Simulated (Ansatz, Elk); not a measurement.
**How far do independent atoms describe ZnCr3C?**

Structure refinements treat a crystal as free atoms side by side. For a made-up structure of ZnCr3C (cell and positions from a PBEsol relaxation) the runs below show what the calculated density changes in F(hkl).

Program: Elk 11.2.3 (patched build). Level of theory: DFT, PBE, all-electron APW+lo, Dirac cores, scalar-relativistic bands, static density, no spin. Results are calculated unless marked as measured.

The structure was built from a prototype and need not be the compound's stable phase.

## 1. The structure

The structure is cubic, space group Pm-3m (No. 221). Conventional cell: a = 3.804 Å, b = 3.804 Å, c = 3.804 Å, α = 90.00°, β = 90.00°, γ = 90.00°. Nearest to Zn lie 12 Cr at 2.69 Å. Nearest to Cr lie 2 C at 1.90 Å and 4 Zn at 2.69 Å and 8 Cr at 2.69 Å. C has 6 Cr at 1.90 Å nearest. Farther neighbours are not listed.

## 2. Ground state and structure factors

An all-electron density is needed, since X-rays see the cores too. Task 0 finds the density and task 195 Fourier-transforms it; tshift is off so that phases refer to the origin typed.

Contents of elk.in:

```
tasks
  0
  195

xctype
  20

spinpol
  .false.

rgkmax
  7.0

gmaxvr
  14.0

lmaxo
  7

lmaxapw
  8

swidth
  0.002

tshift
  .false.

ramdisk
  .false.

hmaxvr
  5.5

maxscl
  120

epspot
  1e-06

sppath
  './'

avec
  7.18927045771 -0.00000000000 0.00000000000
  -0.00000000000 7.18927045771 0.00000000000
  0.00000000000 0.00000000000 7.18927045771

atoms
  3
  'Zn.in'
  1
  -0.0000000000 0.0000000000 0.0000000000   0.000000 0.000000 0.000000
  'Cr.in'
  3
  0.5000000000 0.0000000000 0.5000000000   0.000000 0.000000 0.000000
  0.5000000000 0.5000000000 -0.0000000000   0.000000 0.000000 0.000000
  -0.0000000000 0.5000000000 0.5000000000   0.000000 0.000000 0.000000
  'C.in'
  1
  0.5000000000 0.5000000000 0.5000000000   0.000000 0.000000 0.000000

ngridk
  6 6 6
```

Run with:

```console
$ OMP_NUM_THREADS=4 elk
```

Numbers of over 12 decimals in the logs are rounded to 6 here.

The log of the run:

```text
┌─────────────────────────┐
│ Elk code version 11.2.3 │
└─────────────────────────┘

All units are atomic (Hartree, Bohr, etc.)

┌─────────────────────────────────────────────────┐
│ Ground-state run starting from atomic densities │
└─────────────────────────────────────────────────┘

Lattice vectors :
   7.189270458      -0.000000000       0.000000000
  -0.000000000       7.189270458       0.000000000
   0.000000000       0.000000000       7.189270458

Reciprocal lattice vectors :
  0.8739670241       0.000000000      -0.000000000
   0.000000000      0.8739670241      -0.000000000
  -0.000000000      -0.000000000      0.8739670241

Unit cell volume      :    371.5818270
Brillouin zone volume :   0.6675520583

Muffin-tin inner radius fraction :   0.1000000000E-01

Nuclei treated as point charges

Species : 1 (Zn)
 parameters loaded from : Zn.in
 name : zinc
 nuclear charge    :   -30.00000000
 electronic charge :    30.00000000
 atomic mass :    119233.3130
 muffin-tin radius :    2.400000000
 number of radial points in muffin-tin :    993
 inner part over the whole radius :   0.9843840322E-02
 number on inner part of muffin-tin    :    701
 approximate nuclear radius :   0.7484757725E-04
 number of mesh points to nuclear radius :    337
 atomic positions (lattice), magnetic fields (Cartesian) :
  1 :   0.00000000  0.00000000  0.00000000    0.00000000  0.00000000  0.00000000

Species : 2 (Cr)
 parameters loaded from : Cr.in
 name : chromium
 nuclear charge    :   -24.00000000
 electronic charge :    24.00000000
 atomic mass :    94783.09202
 muffin-tin radius :    2.025505845
 number of radial points in muffin-tin :    993
 inner part over the whole radius :   0.9893886713E-02
 number on inner part of muffin-tin    :    696
 approximate nuclear radius :   0.6987106690E-04
 number of mesh points to nuclear radius :    332
 atomic positions (lattice), magnetic fields (Cartesian) :
  1 :   0.50000000  0.00000000  0.50000000    0.00000000  0.00000000  0.00000000
  2 :   0.50000000  0.50000000  0.00000000    0.00000000  0.00000000  0.00000000
  3 :   0.00000000  0.50000000  0.50000000    0.00000000  0.00000000  0.00000000

Species : 3 (C)
 parameters loaded from : C.in
 name : carbon
 nuclear charge    :   -6.000000000
 electronic charge :    6.000000000
 atomic mass :    21894.16674
 muffin-tin radius :    1.519129384
 number of radial points in muffin-tin :    593
 inner part over the whole radius :   0.9962653206E-02
 number on inner part of muffin-tin    :    404
 approximate nuclear radius :   0.4747601631E-04
 number of mesh points to nuclear radius :    168
 atomic positions (lattice), magnetic fields (Cartesian) :
  1 :   0.50000000  0.50000000  0.50000000    0.00000000  0.00000000  0.00000000

Total number of atoms per unit cell :    5
Total muffin-tin volume :    177.0172147
 ratio of muffin-tin to unit cell volume :   0.4763882458

Spin treatment :
 spin-unpolarised

Number of Bravais lattice symmetries :   48
Number of crystal symmetries         :   48
Crystal has inversion symmetry
Real symmetric eigensolver will be used

k-point grid :      6     6     6
k-point offset :    0.000000000       0.000000000       0.000000000
k-point set is reduced with full crystal symmetry group
Total number of k-points :       20

Muffin-tin radius times maximum |G+k| :    7.000000000
 using average radius
Maximum |G+k| for APW functions       :    3.501524242
Maximum (1/2)|G+k|²                   :    6.130336008
Maximum |G| for potential and density :    14.00000000
Constant for pseudocharge density :    8
 order of it for each species :   15  15  15
 order of it for pair densities of each species (exact exchange by exxq0 0: 16) :   14  10   4
Radial integration step length :    1

G-vector grid sizes :     35    35    35
Number of G-vectors :    17077

Maximum angular momentum used for
 APW functions            :    8
 outer part of muffin-tin :    7
 inner part of muffin-tin :    2

Total nuclear charge    :   -108.0000000
[...]
xc potential                :     -258.15102686202
 exchange                    :     -216.75164345337
 correlation                 :     -4.965549
 electron entropic           :    -0.16119387194863E-02
 total energy                :     -4987.6907045431

Density of states at Fermi energy :    122.1843195
 (states/Hartree/unit cell)

Estimated indirect band gap :   0.7331481860E-03
 from k-point 15 to k-point 3
Estimated direct band gap   :   0.7401856309E-02
 at k-point 16

Charges :
 core                        :    44.00000000
 valence                     :    64.00000000
 interstitial                :    9.349340745
 muffin-tins (core leakage)
  species : 1 (Zn)
   atom 1                    :    29.18476074     (  0.8813554677E-04)
  species : 2 (Cr)
[...]
species : 3 (C)
[...]
total in muffin-tins        :    98.65065926
 total calculated charge     :    107.9992938
 total charge                :    108.0000000
 error                       :   0.7061703142E-03

RMS change in Kohn-Sham potential (target) :    1.337910956     (  0.1000000000E-05)
Absolute change in total energy (target)   :   0.3580272035     (  0.1000000000E-03)

[... loops 3 to 17 left out ...]

┌──────────────────┐
│ Loop number : 18 │
└──────────────────┘

Energies :
 Fermi                       :     0.380302
 sum of occupied eigenvalues :     -2872.7873891486
 electron kinetic            :      5056.1475185315
 core electron kinetic       :      4535.7811542673
 Coulomb                     :     -9819.4457090973
 Coulomb potential           :     -7638.8310437307
 nuclear-nuclear             :     -866.55735996816
 electron-nuclear            :     -10295.338250432
 Hartree                     :      1342.4499013030
 Madelung                    :     -6000.0301872320
 xc potential                :     -290.10386394946
 exchange                    :     -218.56475071539
 correlation                 :     -4.975860
 electron entropic           :    -0.16526066974950E-02
 total energy                :     -4986.8404537965

Density of states at Fermi energy :    115.2484636
 (states/Hartree/unit cell)

Estimated indirect band gap :   0.4130310208E-02
 from k-point 15 to k-point 11
Estimated direct band gap   :   0.9177587208E-02
 at k-point 17

Charges :
 core                        :    44.00000000
 valence                     :    64.00000000
 interstitial                :    8.295294012
 muffin-tins (core leakage)
  species : 1 (Zn)
[...]
species : 2 (Cr)
[...]
species : 3 (C)
[...]
total in muffin-tins        :    99.70470599
 total calculated charge     :    107.9997271
 total charge                :    108.0000000
 error                       :   0.2729375126E-03

RMS change in Kohn-Sham potential (target) :   0.6805976195E-06 (  0.1000000000E-05)
Absolute change in total energy (target)   :   0.3979112080E-04 (  0.1000000000E-03)

Convergence targets achieved

┌──────────────────┐
│ Loop number : 19 │
└──────────────────┘

Energies :
 Fermi                       :     0.380302
 sum of occupied eigenvalues :     -2872.7873973385
 electron kinetic            :      5056.1475262045
 core electron kinetic       :      4535.7811534498
 Coulomb                     :     -9819.4457228347
 Coulomb potential           :     -7638.8310432271
 nuclear-nuclear             :     -866.55735996816
 electron-nuclear            :     -10295.338278797
 Hartree                     :      1342.4499159307
 Madelung                    :     -6000.0302012211
 xc potential                :     -290.10388031591
 exchange                    :     -218.56475170961
 correlation                 :     -4.975860
 electron entropic           :    -0.16526072403672E-02
 total energy                :     -4986.8404608572

Density of states at Fermi energy :    115.2484894
 (states/Hartree/unit cell)

Estimated indirect band gap :   0.4130322415E-02
 from k-point 15 to k-point 11
Estimated direct band gap   :   0.9177593103E-02
 at k-point 17

Charges :
 core                        :    44.00000000
 valence                     :    64.00000000
 interstitial                :    8.295293460
 muffin-tins (core leakage)
  species : 1 (Zn)
[...]
species : 2 (Cr)
[...]
atom 2                    :    21.95976866     ( -0.2116116473E-06)
   atom 3                    :    21.95976866     ( -0.2116116473E-06)
  species : 3 (C)
   atom 1                    :    4.678017397     (  0.4358927610E-04)
 total in muffin-tins        :    99.70470654
 total calculated charge     :    107.9997271
 total charge                :    108.0000000
 error                       :   0.2729373832E-03

┌──────────────────────────────┐
│ Self-consistent loop stopped │
└──────────────────────────────┘

Wrote STATE.OUT
```

Elapsed: 18 s, on 4 threads of Intel Xeon Platinum 8559C (Emerald Rapids), shared host; peak memory 0.17 GiB.

SFACRHO.OUT:

```text

h k l indices transformed by vhmat matrix:
   1.000000000       0.000000000       0.000000000    
   0.000000000       1.000000000       0.000000000    
   0.000000000       0.000000000       1.000000000    

      h      k      l  multipl.   |H|            Re(F)            Im(F)           |F|

      0      0      0      1   0.0000000       108.00000     -0.27686190E-16   108.00000    
     -1      0      0      6  0.87396702       1.3223294     -0.49544240E-14   1.3223294    
      1     -1      0     12   1.2359760       10.278915     -0.29836314E-14   10.278915    
     -1     -1     -1      8   1.5137553       70.417927      0.11344744E-13   70.417927    
      0      0     -2      6   1.7479340       72.256415      0.89332357E-14   72.256415    
     -1     -2      0     24   1.9542497       3.2376329     -0.44971462E-14   3.2376329    
      1     -2      1     24   2.1407733       7.9709996     -0.73523713E-14   7.9709996    
      0      2     -2     12   2.4719520       59.010033      0.44953838E-14   59.010033    
      0     -3      0      6   2.6219011       3.0607155     -0.57346432E-13   3.0607155    
     -1      2     -2     24   2.6219011       3.1602661     -0.40536446E-15   3.1602661    
      3      1      0     24   2.7637264       6.8486905     -0.42925020E-14   6.8486905    
      1     -3      1     24   2.8986207       48.893969      0.40029005E-13   48.893969    
     -2      2      2      8   3.0275106       50.676006     -0.58770604E-14   50.676006    
     -3      2      0     24   3.1511329       2.8220737     -0.43902137E-13   2.8220737    
     -3      1      2     48   3.2700852       6.1131855      0.14902803E-14   6.1131855    
      0     -4      0      6   3.4958681       45.157096      0.10511152E-13   45.157096    
      2     -2     -3     24   3.6034584       2.3686794     -0.43227177E-13   2.3686794    
      4     -1      0     24   3.6034584       2.3681852     -0.17376152E-14   2.3681852
```

Elk indexes on the primitive cell of elk.in and gives |H| = 4π sin θ/λ in inverse bohr. Below, one row stands for each form hkl of the conventional cell (m members, Friedel mates merged), F is for one primitive cell and the density is static (no thermal factor). Free-atom factors are Waasmaier and Kirfel's, and R is Σm||F|−|F'||/Σm|F|. Elk warned that it couldn't find a linearisation energy, which lowers the accuracy of some states in this run and its variants.

```csv
hkl,m,sin θ/λ (Å⁻¹),"abs F, DFT",neutral atoms,diff.
100,6,0.131,1.322,1.514,-0.192
110,12,0.186,10.279,9.794,+0.485
111,8,0.228,70.418,72.024,-1.606
200,6,0.263,72.256,73.263,-1.007
210,24,0.294,3.238,3.248,-0.010
211,24,0.322,7.971,8.010,-0.039
220,12,0.372,59.010,59.174,-0.164
300,6,0.394,3.061,3.255,-0.195
221,24,0.394,3.160,3.255,-0.095
310,24,0.416,6.849,6.960,-0.111
311,24,0.436,48.894,48.750,+0.144
222,8,0.455,50.676,50.592,+0.084
320,24,0.474,2.822,2.867,-0.045
321,48,0.492,6.113,6.149,-0.035
```

## 3. The highest occupied states alone

An energy window below the Fermi level keeps the highest occupied states, to see at which angles they scatter; shallow core shells can lie inside it and anion s states outside. No new self-consistency is needed.

elk.in, as its differences from that of step 2:

```diff
@@ -1,3 +1,2 @@
 tasks
-  0
   195
@@ -40,2 +39,5 @@
 
+wsfac
+  0.012810 0.680300
+
 sppath
```

Run with:

```console
$ OMP_NUM_THREADS=4 elk
```

The log of the run:

```text
┌─────────────────────────────────┐
│ Elk code version 11.2.3 started │
└─────────────────────────────────┘

Info(readinput): the functional depends on the density's gradient
 muffin-tin radial points multiplied by    2.00000
 (not where nrmtscf is given)

┌────────────────────┐
│ Current task : 195 │
└────────────────────┘
Info(checkmt): changed muffin-tin radius of species 2 (Cr) from   2.4000 to   2.0255
Info(checkmt): changed muffin-tin radius of species 3 (C) from   1.8000 to   1.5191

Warning(linengy): could not find 1 linearisation energies in s.c. loop 1

Info(sfacrho): density structure factors written to SFACRHO.OUT

 Energy window :   0.1281000000E-01  0.6803000000

┌──────────────────┐
│ Elk code stopped │
└──────────────────┘
```

Wall time 4.1 s (4 threads); peak memory 0.16 GiB.

States within 10 eV below the Fermi level hold 32.01 electrons; any levels below the window count with the cores. Their amplitudes can exceed the total, where window and core parts have opposite phase:

```csv
hkl,sin θ/λ (Å⁻¹),"abs F, window","abs F, all"
100,0.131,4.097,1.322
110,0.186,6.675,10.279
111,0.228,11.268,70.418
200,0.263,11.142,72.256
210,0.294,3.779,3.238
211,0.322,4.253,7.971
220,0.372,6.886,59.010
300,0.394,2.882,3.061
221,0.394,2.953,3.160
310,0.416,3.012,6.849
```

## 4. Another functional

The difference from free atoms is small, so it is set against the change that LDA (Perdew-Wang) makes.

elk.in, as its differences from that of step 3:

```diff
@@ -1,2 +1,3 @@
 tasks
+  0
   195
@@ -4,3 +5,3 @@
 xctype
-  20
+  3
 
@@ -39,5 +40,2 @@
 
-wsfac
-  0.012810 0.680300
-
 sppath
```

Run with:

```console
$ OMP_NUM_THREADS=4 elk
```

The log of the run:

```text
┌─────────────────────────┐
│ Elk code version 11.2.3 │
└─────────────────────────┘

All units are atomic (Hartree, Bohr, etc.)

┌─────────────────────────────────────────────────┐
│ Ground-state run starting from atomic densities │
└─────────────────────────────────────────────────┘

Lattice vectors :
   7.189270458      -0.000000000       0.000000000
  -0.000000000       7.189270458       0.000000000
   0.000000000       0.000000000       7.189270458

Reciprocal lattice vectors :
  0.8739670241       0.000000000      -0.000000000
[...]
interstitial                :    8.242410907
 muffin-tins (core leakage)
  species : 1 (Zn)
[...]
species : 2 (Cr)
[...]
atom 3                    :    21.97405533     ( -0.3421362399E-05)
  species : 3 (C)
   atom 1                    :    4.668848885     (  0.4326998945E-04)
 total in muffin-tins        :    99.75758909
 total calculated charge     :    107.9997263
 total charge                :    108.0000000
 error                       :   0.2736827698E-03

┌──────────────────────────────┐
│ Self-consistent loop stopped │
└──────────────────────────────┘

Wrote STATE.OUT
[key lines of the parts left out:]
total energy                :     -4977.8653937472
```

Run time: 11 s. Hardware: 4 threads; peak memory 0.16 GiB; 31 s of CPU time.

Against the first run R = 0.08 %; the largest change is -0.047 at 220.

## 5. A coarser k-mesh

About half the k-points along each axis test the sampling.

elk.in, as its differences from that of step 4:

```diff
@@ -5,3 +5,3 @@
 xctype
-  3
+  20
 
@@ -63,2 +63,2 @@
 ngridk
-  6 6 6
+  3 3 3
```

Run with:

```console
$ OMP_NUM_THREADS=4 elk
```

The log of the run:

```text
┌─────────────────────────┐
│ Elk code version 11.2.3 │
└─────────────────────────┘

All units are atomic (Hartree, Bohr, etc.)

┌─────────────────────────────────────────────────┐
│ Ground-state run starting from atomic densities │
└─────────────────────────────────────────────────┘

Lattice vectors :
   7.189270458      -0.000000000       0.000000000
  -0.000000000       7.189270458       0.000000000
   0.000000000       0.000000000       7.189270458

Reciprocal lattice vectors :
  0.8739670241       0.000000000      -0.000000000
[...]
interstitial                :    8.291080946
 muffin-tins (core leakage)
  species : 1 (Zn)
[...]
species : 2 (Cr)
[...]
atom 3                    :    21.96215733     ( -0.2116120363E-06)
  species : 3 (C)
   atom 1                    :    4.675080670     (  0.4357170123E-04)
 total in muffin-tins        :    99.70891905
 total calculated charge     :    107.9996985
 total charge                :    108.0000000
 error                       :   0.3015187786E-03

┌──────────────────────────────┐
│ Self-consistent loop stopped │
└──────────────────────────────┘

Wrote STATE.OUT
[key lines of the parts left out:]
total energy                :     -4986.8426648461
```

Run time: 11 s. Hardware: 4 threads; peak memory 0.18 GiB.

Against the first run R = 0.09 %; the largest change is -0.052 at 300.

## 6. Settings against the effect

```csv
run,R against the first run (%),"R against neutral atoms, low angle (%)",wall time
"PBE, rgkmax 7",0.00,2.16,18 s
LDA (Perdew-Wang),0.08,2.18,11 s
k-mesh 3×3×3,0.09,2.15,11 s
```

## 7. Summary of results

| Property | Result |
| --- | --- |
| R against neutral atoms, sin θ/λ < 0.3 Å⁻¹ | 2.16 % |
| R against neutral atoms, 0.3 to 0.81 Å⁻¹ | 0.59 % |

In words: Independent neutral atoms miss the calculated amplitudes by R = 2.16 % below 0.3 Å⁻¹ and 0.59 % from there to 0.81 Å⁻¹; by shells, 14.48 % below 0.15 Å⁻¹ (1 form), 2.08 % 0.15 to 0.3 (4 forms), 0.54 % 0.3 to 0.45 (6 forms), 0.60 % above 0.45 (33 forms). Bonding, aspherical density and the tables' own atoms all enter these figures, and the runs don't part them. The largest change of an amplitude is -1.61 electrons, at 111. The window's part falls from 32.0 electrons at the origin to at most 4.58 between 0.45 and 0.81 Å⁻¹, where compact states inside the window still scatter. Below 0.3 Å⁻¹ the changes that finished (LDA (Perdew-Wang) and k-mesh 3×3×3) move F by R = 0.05 % at most, against the 2.16 % that separates it from free atoms. The basis has no finished test. These runs have no spin, though d or f shells may be open. Part of the difference isn't bonding: the tables are fits to free atoms and ions calculated by other methods than this functional. Thermal motion, anomalous dispersion and extinction are left out.

[Logs are printed without paths, hosts, clocks, repeated set-up lines and the standing remarks that a program may print on its own settings, such as how far it seeks lower states.]

[Hosts, paths, dates, database ids (printed as entryN), source tags and the programs' standing remarks are cut or masked in the printed files.]
